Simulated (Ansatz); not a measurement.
# LaAs (model cell, started as CsCl type): from the cell to its phonons, part 2 of 2

Task: relax LaAs (model cell, started as CsCl type), then find its harmonic phonons.

Ansatz 0.2.0; DFT PBEsol, scalar-relativistic, plane waves, PAW.

So far. Step 3 (Relaxing to small forces for the phonons): The forces vanish by symmetry and the pressure is 0.000 GPa, within the tolerances set. The cell now holds 25.03 Å³/atom. The relaxed cell has a = 3.686 Å (conventional setting).

The structure was built from a prototype and need not be the compound's stable phase.

### 4. Modes at Γ

The zone centre comes first: it holds the modes that light can see, as far as symmetry allows. No field response is asked, since the mesh shows no gap.

The input, input.yaml:

```yaml
crystal:
  lattice:
    - [3.6857417172, 0.0, 0.0]
    - [0.0, 3.6857417172, 0.0]
    - [0.0, 0.0, 3.6857417172]
  atoms:
    - { symbol: La, position: [0.0, 0.0, 0.0] }
    - { symbol: As, position: [0.5, 0.5, 0.5] }
kpoints:
  mp_grid: { grid: [12, 12, 12] }
hamiltonian:
  xc: pbesol
scf:
  occupations: { method: methfessel_paxton, width: 0.15 }
output:
  eigenvalues: true
phonons:
  method: dfpt
```

Started as:

```bash
ansatz run input.yaml --threads 4 --pin off --max-ram 7168MiB --backend cpu --events-out ev --progress --plain --runs-dir out
```

Numbers of over 12 decimals in the logs are rounded to 6 here.

What it wrote:

```text
[...]
Crystal: 2 atoms, lattice volume = 50.070 Å³
Basis set: ecut = 420 eV, 949 PW (Γ), exchange–correlation on 50×50×50 points (8 copies of the dense FFT grid, shifted against one another)
Bands: 17, of which v1, the nominal top of the filled ones, is band 13 counted from 1 (12 counted from 0)
Symmetry: 48 space group operations
k-points: 196 of 1728 (irreducible under 8 space group operations, time reversal used)
[...]
SCF iter   1: F=—  HF=-10976.752202 eV  |F-HF|=—  |Δ(HF+E_count)|=         —  Δρ=6.34e-3  dr2=2.94e-2  ethr=1.77e-3  ⟨swp⟩=4.0  Hψ=13036  notcnv=0
[...]
SCF iter   9: F=-10976.745144 eV  HF=-10976.745144 eV  |F-HF|=5.46e-12  |Δ(HF+E_count)|=  9.09e-12  S|Δr|=    0.00e0  Δρ=9.78e-8  dr2=2.41e-12  ethr=1.00e-12  ⟨swp⟩=6.0  Hψ=15737  notcnv=0
SCF 1 converged in 9 iterations: F = -10976.745144 eV  dr2 = 2.41e-12
[...]
DFPT response loops at Γ: preconditioner auto → Kerker (q_TF=auto, 2.446 Å⁻¹) (partly filled bands, converged f_vac=0.000); β = 1.00, the filter's whole step (`scf.mixing.beta` (0.50) is not read by the response loops under this deck's `scf.mixing.preconditioner`; to damp them name `kerker` or `kerker_dos`, under which they read `scf.mixing.beta`, and type it under 1.00, their step now; both keys bind the ground state too); Broyden in place of MSR1
SCF converged after 9 iterations
[...]
Free energy (F): -10976.745144 eV
[...]
Internal energy: -10976.745759 eV  (E = F + TS)
E sigma→0 (E₀):  -10976.745298 eV
Entropy (-TS):   0.000615 eV (0.308 meV/atom)
Fermi energy:    12.564583 eV
Step filling:    the computed levels leave a gap of 0.0000 eV = 0.0 smearing widths at the electron count; against every level under it full and every level over it empty, smearing changes F+E_penalty+E_count by -0.580 meV and its σ→0 estimate by -0.733 meV
[...]
--- Band table (eV; the first three rows and the last of 196) ---
  k-point 0: bands = [... 9 lower, 1.7949, 11.7315, 11.7315, 12.8529, 12.8529, 12.8529, 14.7764, 14.7764]
  k-point 1: bands = [... 9 lower, 1.8968, 11.5574, 11.7775, 12.7756, 12.7756, 12.8426, 14.7553, 14.7754]
  k-point 2: bands = [... 9 lower, 2.1711, 10.8877, 11.9109, 12.5617, 12.5617, 13.1861, 14.6903, 14.7742]
  k-point 195: bands = [... 9 lower, 3.7399, 8.5808, 8.5808, 8.5808, 14.8044, 14.8044, 14.8044, 15.1147]
--- Phonons (Γ-DFPT): 2 representative perturbations + reference, on 196 of 1728 k-points (Σ response iterations 6) ---
  k mesh reduced under 8 symmetry operations, with k and −k counted as one. Each operation leaves every solved perturbation unchanged. A smaller set is not used because it would not reduce the number of displacements times k-points to solve
  ASR residual: 1.206e-4 → 0.000e0 eV/Å²; symmetrization residual: 3.000e-6 eV/Å²
  ASR residual per site (eV/Å²): 1.06e-4 1.21e-4
  Γ frequencies (cm⁻¹): 0.00 0.00 0.00 87.64 87.64 87.64
  non-analytic LO–TO correction: not included (Born effective charges unavailable; polar crystals: no LO–TO splitting at Γ)
```

Run time: 16 s. Hardware: 4 threads of Arm Neoverse V2, shared host; peak memory 0.86 GiB.

Reading the cycles: dr2 is the Hartree energy of the density residual (eV), the measure of convergence; HF is the Harris–Foulkes estimate of the energy, which meets the free energy F at convergence.

Numbers from this step:

| Quantity | Value |
| --- | --- |
| sum-rule residual before enforcement | 1.21e-4 eV/Å² |
| point group | m-3m |
| highest optical mode at the zone centre (no LO-TO term) | 87.64 cm⁻¹ |
| lowest optical zone-centre mode | 87.64 cm⁻¹ |

Patterns of degenerate modes are one choice out of their space. The modes at Γ (shares of kinetic energy by element, %):

```
mode  frequency (cm⁻¹)  symmetry  La %  As %
   1               0.0  acoustic    65    35
   2               0.0  acoustic    65    35
   3               0.0  acoustic    65    35
   4              87.6       T1u    35    65
   5              87.6       T1u    35    65
   6              87.6       T1u    35    65
```

Displacements in mode 6 (87.6 cm⁻¹), the largest set to 1:
```
La1  0.00  0.00 -0.54
As2  0.00  0.00  1.00
```

Before it was imposed, the acoustic sum rule was missed by 1.2e-4 eV/Å². Small misses are needed for a sound result but don't prove that mesh and cutoff are converged. The lowest optical mode is real, 87.6 cm⁻¹.

### 5. Phonons on a q mesh

Stability and thermal properties need the whole zone. Linear response on a 4×4×4 q mesh gives force constants as far as a supercell of that size would.

Changes to input.yaml since step 4:

```diff
@@ -18 +18,8 @@
   method: dfpt
+  qmesh: [4, 4, 4]
+  temperatures: { t_max: 1000, t_step: 50 }
+  qpath:
+    path:
+      - [[0.0, 0.0, 0.0], [0.0, 0.5, 0.0], [0.5, 0.5, 0.0], [0.0, 0.0, 0.0], [0.5, 0.5, 0.5], [0.0, 0.5, 0.0]]
+      - [[0.5, 0.5, 0.5], [0.5, 0.5, 0.0]]
+    npoints: 10
```

What it wrote:

```text
[...]
Crystal: 2 atoms, lattice volume = 50.070 Å³
Basis set: ecut = 420 eV, 949 PW (Γ), exchange–correlation on 50×50×50 points (8 copies of the dense FFT grid, shifted against one another)
Bands: 17, of which v1, the nominal top of the filled ones, is band 13 counted from 1 (12 counted from 0)
Symmetry: 48 space group operations
k-points: 84 of 1728
[...]
SCF iter   1: F=—  HF=-10976.752201 eV  |F-HF|=—  |Δ(HF+E_count)|=         —  Δρ=6.35e-3  dr2=2.94e-2  ethr=1.77e-3  ⟨swp⟩=4.0  Hψ=5591  notcnv=0
[...]
SCF iter  10: F=-10976.745144 eV  HF=-10976.745144 eV  |F-HF|=1.82e-12  |Δ(HF+E_count)|=    0.00e0  S|Δr|=    0.00e0  Δρ=2.50e-8  dr2=2.57e-13  ethr=1.00e-12  ⟨swp⟩=5.2  Hψ=5608  notcnv=0
SCF 1 converged in 10 iterations: F = -10976.745144 eV  dr2 = 2.57e-13
[...]
SCF iter   4: F=-10976.745144 eV  HF=-10976.745144 eV  |F-HF|=3.64e-12  |Δ(HF+E_count)|=  9.09e-12  S|Δr|=    0.00e0  Δρ=5.54e-8  dr2=1.31e-12  ethr=1.00e-12  ⟨swp⟩=3.0  Hψ=3255  notcnv=0
SCF 2 converged in 4 iterations: F = -10976.745144 eV  dr2 = 1.31e-12
phonons: the bands overlap, so this run is a metal and interpolates without the dipole-dipole term. If the crystal is really an insulator or semiconductor, its LO-TO splitting is missing
NSCF: frozen V_eff on 84 k-points
WARN: eigensolver did not converge in 3 slots of this pass, the one above among them; of largest residual over every band (k=44): 1 band(s) unlocked (lowest unlocked band 16, counted from 0; max residual 2.07e-5 eV among the unlocked bands, 2.07e-5 eV over every band); of lowest unlocked band (k=44): band 16
[...]
DFPT response loops at q = (0, 0, 0) (fractional): preconditioner auto → Kerker (q_TF=auto, 2.446 Å⁻¹) (partly filled bands, converged f_vac=0.000); β = 1.00, the filter's whole step (`scf.mixing.beta` (0.50) is not read by the response loops under this deck's `scf.mixing.preconditioner`; to damp them name `kerker` or `kerker_dos`, under which they read `scf.mixing.beta`, and type it under 1.00, their step now; both keys bind the ground state too); Broyden in place of MSR1
[...]
SCF converged after 10 iterations
[...]
Free energy (F): -10976.745144 eV
[...]
Internal energy: -10976.745759 eV  (E = F + TS)
E sigma→0 (E₀):  -10976.745298 eV
Entropy (-TS):   0.000615 eV (0.308 meV/atom)
Fermi energy:    12.564583 eV
[...]
--- Band table (eV; the first three rows and the last of 84) ---
  k-point 0: bands = [... 9 lower, 1.7949, 11.7315, 11.7315, 12.8529, 12.8529, 12.8529, 14.7764, 14.7764]
  k-point 1: bands = [... 9 lower, 1.8968, 11.5574, 11.7775, 12.7756, 12.7756, 12.8426, 14.7553, 14.7754]
  k-point 2: bands = [... 9 lower, 2.1711, 10.8877, 11.9109, 12.5617, 12.5617, 13.1861, 14.6903, 14.7742]
  k-point 83: bands = [... 9 lower, 3.7399, 8.5808, 8.5808, 8.5808, 14.8044, 14.8044, 14.8044, 15.1147]
--- Phonons (Γ-DFPT): 2 representative perturbations + reference (Σ response iterations 6) ---
  ASR residual: 2.592e-5 → 0.000e0 eV/Å²; symmetrization residual: 1.319e-6 eV/Å²
  ASR residual per site (eV/Å²): 2.59e-5 8.17e-6
  Γ frequencies (cm⁻¹): 0.00 0.00 0.00 87.64 87.64 87.64
--- Phonons (arbitrary-q DFPT): 10 irreducible q on the 4×4×4 mesh ---
  q = [0.0000, 0.0000, 0.0000] (star 1, of the zone-centre solve; hermiticity 1.92e-6, symmetrization 6.17e-11): -0.00 0.00 0.00 87.64 87.64 87.64
  q = [0.0000, 0.0000, 0.2500] (star 6, 4 solved perturbations in 1848 linear systems a pass and spin channel, the states on 588 of 1728 k-point pairs; hermiticity 4.51e-7, symmetrization 3.97e-13): -46.60 -46.60 84.01 97.17 97.17 149.35
[...]
q = [0.0000, 0.2500, -0.5000] (star 12, 6 solved perturbations on 588 of 1728 k-point pairs; hermiticity 8.63e-7, symmetrization 1.22e-13): -67.49 66.49 87.53 102.05 137.80 159.36
[...]
sum rule: each row above includes the acoustic sum rule's correction from the zone centre's row sums; it moved no ω² by more than (0.23 cm⁻¹)²
  mesh force constants: q→R imaginary residual 2.43e-18; ASR residual 2.592e-5 → 0.000e0 eV/Å²; symmetrization residual 2.887e-15 eV/Å²
  interpolated dispersion: 62 rows × 6 modes
  density of states and harmonic sums: on the 20×20×20 q-mesh, interpolated from the force constants of a 4×4×4 supercell (no non-analytic term)
  largest difference from the sums on the solved wave vectors: F 1.13e-2 eV, S 2.20e-5 and C_V 1.07e-5 eV/K
  zero-point energy: 0.034329 eV/cell   skipped modes (ω ≤ 0): 253, of them read as no rigid motion or as one in doubt: 250 (8.734e-1 modes/cell left out, lowest -70.81 cm⁻¹)   left out of the sums: 1.46e-1 of the cell's modes: C_V's classical limit lies that fraction below 3 k_B per atom; for a crystal, a wire or a layer, F and S can be off by more, and a phonons.interpolated_qmesh denser along its periods is the remedy for the sampling
```

Elapsed: 7.7 min, on 4 threads; peak memory 2.5 GiB.

This step gave:

```yaml
sum_rule_residual_before_enforcement: 2.59e-5 eV/Å²
lowest_frequency_on_the_path: -70.81 cm⁻¹
highest_frequency_on_the_path_or_at_a_solved_wavevector: 169.2 cm⁻¹
lowest_mode_on_the_q_mesh_acoustic_modes_at_gamma_apart: -70.05 cm⁻¹
```

Frequencies (cm⁻¹) solved at each irreducible wavevector; negative means imaginary. Frequencies by wavevector, by row:

```
q in reciprocal lattice units  star  mode 1  mode 2  mode 3  mode 4  mode 5  mode 6
                        0 0 0     1       0       0       0    87.6    87.6    87.6
                     0 0 0.25     6   -46.6   -46.6      84    97.2    97.2   149.3
                     0 0 -0.5     3   -63.4   -63.4   103.8   103.8     119   169.2
                  0 0.25 0.25    12   -64.8    65.9    77.3    94.7   137.4   147.4
                  0 0.25 -0.5    12   -67.5    66.5    87.5     102   137.8   159.4
                  0 -0.5 -0.5     3     -70    62.2    91.6    91.6   157.1   157.1
               0.25 0.25 0.25     8    68.3    68.3    72.9   135.6   135.6   139.2
               0.25 0.25 -0.5    12    59.8    68.9      93   130.6   131.4   154.3
               0.25 -0.5 -0.5     6    65.5      93      93   113.7   146.9   146.9
               -0.5 -0.5 -0.5     1   102.5   102.5   102.5   142.1   142.1   142.1
```

Interpolated from a 4×4×4 q mesh. The phonon branches at the labelled points (cm⁻¹):

```
    point  branch 1  branch 2  branch 3  branch 4  branch 5  branch 6
        Γ         0         0         0        88        88        88
  halfway       -47       -47        84        97        97       149
        X       -63       -63       104       104       119       169
  halfway       -68        66        88       102       138       159
        M       -70        62        92        92       157       157
  halfway       -65        66        77        95       137       147
        Γ         0         0         0        88        88        88
  halfway        68        68        73       136       136       139
        R       102       102       102       142       142       142
  halfway        60        69        93       131       131       154
        X       -63       -63       104       104       119       169
jump to R       102       102       102       142       142       142
  halfway        66        93        93       114       147       147
        M       -70        62        92        92       157       157
```

The phonon branches as a text plot (rows in cm⁻¹):

```
    164 |     ******                                  ****
    154 |   **      *********                      ***        ***
    144 |           *      ****          **********       ****
    134 |          *         *         *****     ****      *
    124 |  *      *           **     ***             ***    *
    114 |      ***             *    ***               ****   *
    104 | *  *******            *   *        ****      ****
     94 |* ***    **************** *       ***   ******    ******
     84 |** *       **   **      **      ***      **        * *
     74 |           **   * ***          *          *           *
     64 |             ***    **         *           *        *  *
     54 |  *                  *        *
     44 |          *           *                     *
     34 | *                     *    **
     24 |*                       *  *
     14 |                        * *
      4 |                         *
     -6 |*
    -16 | *       *              *                    *
    -26 |  *                    *                     *       *
    -36 |
    -46 |   *                  *                       *
    -56 |    **  *            *                         *      *
    -66 |      ***************                           *      *
         Γ      X      M          Γ            R        X|R     M
```

Tetrahedra on a 20×20×20 mesh, mean over bins of 2 cm-1. Interpolated from a 4×4×4 q mesh. The phonon density of states by wavenumber; read off at these points:

wavenumber (cm⁻¹), phonon density of states (1/cm⁻¹/cell) and a bar:
```
    -70.0      0.007 #
    -60.0      0.024 #####
    -50.0      0.017 ###
    -40.0      0.012 ##
    -30.0      0.010 #
    -20.0      0.007 
    -10.0      0.006 
      0.0      0.005 
     10.0      0.005 
     20.0      0.006 
     30.0      0.006 
     40.0      0.008 #
     50.0      0.014 ###
     60.0      0.015 ###
     70.0      0.024 ######
     80.0      0.035 #########
     90.0      0.093 #########################
     93.0      0.109 ##############################
    100.0      0.064 #################
    110.0      0.032 ########
    120.0      0.034 ########
    130.0      0.034 ########
    140.0      0.048 #############
    150.0      0.064 #################
    155.0      0.069 ##################
    160.0      0.029 #######
```

The partial phonon density of states has structure finer than the step of the table below, so its rows give means over 5 cm⁻¹, whole bins alone (the curve runs from -80.7 to 184 cm⁻¹). Peaks (cm⁻¹: height): As 99.2: 0.0415, 115.9: 0.0325, 129.2: 0.0346, 149.2: 0.0572; La -62.4: 0.0313, -37.4: 0.0230, 45.9: 0.0278, 70.9: 0.0432, 90.9: 0.0623.

Phonopy on the run's constants, 15x15x15 mesh, Gaussian sigma 2.0 cm-1. Interpolated from a 4×4×4 q mesh. Partial phonon density of states against wavenumber; means over each step; values in 1/cm⁻¹/cell:

```
wavenumber (cm⁻¹)       As       La
              -75   2.6e-5   9.4e-4
              -70   2.5e-4  0.00925
              -65   5.5e-4   0.0210
              -60   8.3e-4   0.0277
              -55   7.3e-4   0.0187
              -50   6.7e-4  0.00977
              -45   4.6e-4  0.00528
              -40   8.7e-4   0.0169
              -35   7.8e-4   0.0191
              -30  0.00107   0.0164
              -25   7.5e-4  0.00882
              -20   4.3e-4  0.00489
              -15   6.2e-4  0.00362
              -10   5.1e-4  0.00238
               -5   1.5e-4  0.00120
                0   6.8e-5   2.6e-4
                5   1.7e-4   6.7e-4
               10   2.0e-4  0.00122
               15   3.9e-4  0.00280
               20   6.3e-4  0.00314
               25   5.1e-4  0.00209
               30   5.6e-4  0.00305
               35   4.2e-4  0.00260
               40   8.6e-4   0.0148
               45  0.00152   0.0266
               50  0.00197   0.0189
               55  0.00138  0.00739
               60   8.7e-4  0.00468
               65  0.00243   0.0102
               70  0.00685   0.0348
               75  0.00613   0.0174
               80  0.00961   0.0220
               85   0.0170   0.0347
               90   0.0319   0.0545
               95   0.0406   0.0503
              100   0.0403   0.0274
              105   0.0288   0.0124
              110   0.0211  0.00771
              115   0.0295  0.00952
              120   0.0204  0.00944
              125   0.0213  0.00633
              130   0.0304  0.00810
              135   0.0287  0.00512
              140   0.0448  0.00788
              145   0.0463  0.00780
              150   0.0562  0.00932
              155   0.0497  0.00765
              160   0.0299  0.00239
              165   0.0158   6.0e-4
              170  0.00387   8.6e-5
              175   7.3e-5   1.7e-6
              180        0        0
```

Second derivatives of the energy by pair, one row for each kind of neighbour of each atom listed. Each entry sums the pair over the periodic images of the supercell that the q mesh stands for, and in a polar crystal it holds the long-range dipole part too. Force constants by pair, by row:

```
atom  neighbour  distance (Å)  third of the trace (eV/Å²)  along the pair's line (eV/Å²)
 La1     itself             0                       2.769                              –
 La1         As         3.192                     -0.3095                        -0.8786
 La1         La         3.686                     -0.4374                         -1.952
 La1         La         5.212                      0.0622                         0.1109
 La1         As         6.112                      0.0468                         0.1071
 La1         La         6.384                      0.0599                         0.1261
 La1         La         7.371                     -0.1035                        -0.3211
 As2     itself             0                       4.379                              –
 As2         La         3.192                     -0.3095                        -0.8786
 As2         As         3.686                     -0.1811                        -0.9716
 As2         As         5.212                     -0.0514                        -0.1227
 As2         La         6.112                      0.0468                         0.1071
 As2         As         6.384                     -0.0933                         -0.277
 As2         As         7.371                     -0.1129                        -0.2593
```

Symmetry leaves 10 wavevectors to solve. The lowest mode among them, the acoustic zeros apart, lies at q = (0, -0.5, -0.5) and is imaginary, 70.0i cm⁻¹, so the energy falls along it.

### 6. Results

```yaml
space_group_after_relaxation_within_0p01_a: Pm-3m
volume_per_atom: 25.0 Å³
electronic_character: no gap on this mesh
highest_optical_mode_at_the_zone_centre_no_lo_to_term: 87.6 cm⁻¹
lowest_optical_zone_centre_mode: 87.6 cm⁻¹
lowest_mode_on_the_q_mesh_acoustic_modes_at_gamma_apart: -70.0 cm⁻¹
highest_frequency_on_the_path_or_at_a_solved_wavevector: 169 cm⁻¹
imaginary_modes_on_the_4x4x4_q_mesh: yes
```

Modes are clearly imaginary (beyond 10i cm⁻¹) at 5 of the 10 irreducible wavevectors, most at q = (0, -0.5, -0.5) (70.0i cm⁻¹), so this structure is not a minimum of the energy. The optical modes at Γ form one degenerate level at 88 cm⁻¹. The highest mode in this list at Γ, 87.6 cm⁻¹, has its largest share on As (65 % of the kinetic energy). With no gap, or one that is small against the smearing, the frequencies hang on the k mesh and the smearing, most of all near Kohn anomalies. A semilocal functional can close a gap that the real compound would have, so the metallic treatment may be an artefact of the level. Spin-orbit coupling is left out, which can matter for the heavy elements here. A phonon run warned that its eigensolver left some bands unconverged in a pass. The starting cell was built on a prototype and not taken from a measurement, so the phase need not exist. These are harmonic frequencies at zero temperature: anharmonic shifts, linewidths and thermal expansion are left out.

[Logs are printed without paths, hosts, clocks, repeated set-up lines and the standing remarks that a program may print on its own settings, such as how far it seeks lower states.]

[Hosts, paths, dates, database ids (printed as entryN), source tags and the programs' standing remarks are cut or masked in the printed files.]
